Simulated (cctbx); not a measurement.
# Reading a Patterson map

Space group Pnma (no. 62), a = 7.3180 Å, b = 4.5670 Å, c = 7.7770 Å, α = 90.00°, β = 90.00°, γ = 90.00°, content Lu4 Sn4 Ga4.

Simulated single-crystal data (cctbx): synchrotron X-rays, λ = 0.6889 Å, to d = 0.6 Å, 80 % of the full sphere, strongest reflection 5000 counts, noise from counting, a 6 % proportional error and a noise floor of 2 counts (s.d.); no absorption, some extinction.

Patterson synthesis, origin scaled to 1000:

```text
Patterson group P m m m
      u       v       w   height  length (A)
  0.000   0.000   0.000   1000.0     0.00
  0.500   0.500   0.500    453.7     5.81
  0.500   0.000   0.100    324.3     3.74
  0.297   0.500   0.110    290.4     3.26
  0.205   0.500   0.208    285.2     3.17
  0.239   0.000   0.402    199.6     3.58
  0.260   0.000   0.299    198.1     3.00
  0.000   0.500   0.401    196.8     3.87
  0.500   0.000   0.306    129.1     4.36
  0.049   0.500   0.500    128.4     4.52
  0.162   0.000   0.372    118.9     3.12
  0.336   0.000   0.275    108.6     3.26
  0.409   0.000   0.000     96.4     2.99
  0.053   0.500   0.174     68.9     2.68
```

**Question.** Which atom pairs make the peaks, and where is the heaviest atom?

A peak at u stands for all pairs with xi − xj = u, with weight Σ ZiZj against Σ Z² = 34008 at the origin. Peak heights follow these weights only roughly, since form factors, motion and series ripples differ, all vectors within 0.55 Å of a peak are counted as merged into it though the farther ones add only part of their weight, and F(000) is left out, which lowers the whole map:

| u | v | w | shortest length (Å) | height | 1000 ΣZiZj/ΣZ² | pairs in the cell |
| --- | --- | --- | --- | --- | --- | --- |
| 0.500 | 0.500 | 0.500 | 5.81 | 454 | 958 | 4 × Lu–Lu, 8 × Sn–Ga |
| 0.500 | 0.000 | 0.100 | 3.74 | 324 | 296 | 2 × Lu–Lu |
| 0.297 | 0.500 | 0.110 | 3.27 | 290 | 366 | 2 × Lu–Sn, 2 × Lu–Ga, 1 × Ga–Ga |
| 0.205 | 0.500 | 0.208 | 3.18 | 285 | 338 | 2 × Lu–Sn, 2 × Lu–Ga |
| 0.239 | 0.000 | 0.402 | 3.58 | 200 | 209 | 2 × Lu–Sn |
| 0.260 | 0.000 | 0.299 | 3.00 | 198 | 209 | 2 × Lu–Sn |
| 0.000 | 0.500 | 0.401 | 3.87 | 197 | 296 | 2 × Lu–Lu |
| 0.500 | 0.000 | 0.306 | 4.36 | 129 | 204 | 2 × Sn–Sn, 2 × Ga–Ga |
| 0.049 | 0.500 | 0.500 | 4.52 | 128 | 147 | 2 × Sn–Sn |
| 0.162 | 0.000 | 0.372 | 3.13 | 119 | 129 | 2 × Lu–Ga |

The table stops at ten peaks or at a height of 45, below which ripples compete. In the model behind the data Lu, the heaviest element, has 1 independent site: (0.5162, 3/4, 0.1996), up to an allowed shift of origin; the Lu–Lu vectors are differences of these positions and their symmetry mates. The whole model:

| atom | mult. | x | y | z | Ueq (Å²) |
| --- | --- | --- | --- | --- | --- |
| Lu1 | 4 | 0.5162 | 3/4 | 0.1996 | 0.0024 |
| Sn1 | 4 | 0.2755 | 3/4 | 0.6002 | 0.0031 |
| Ga1 | 4 | 0.1762 | 3/4 | 0.9258 | 0.0034 |

The model was made for the exercise: a known structure type with other elements put in, its volume estimated, not relaxed; displacement parameters are assumed.

[Logs are printed without paths, hosts, clocks, repeated set-up lines and the standing remarks that a program may print on its own settings, such as how far it seeks lower states.]
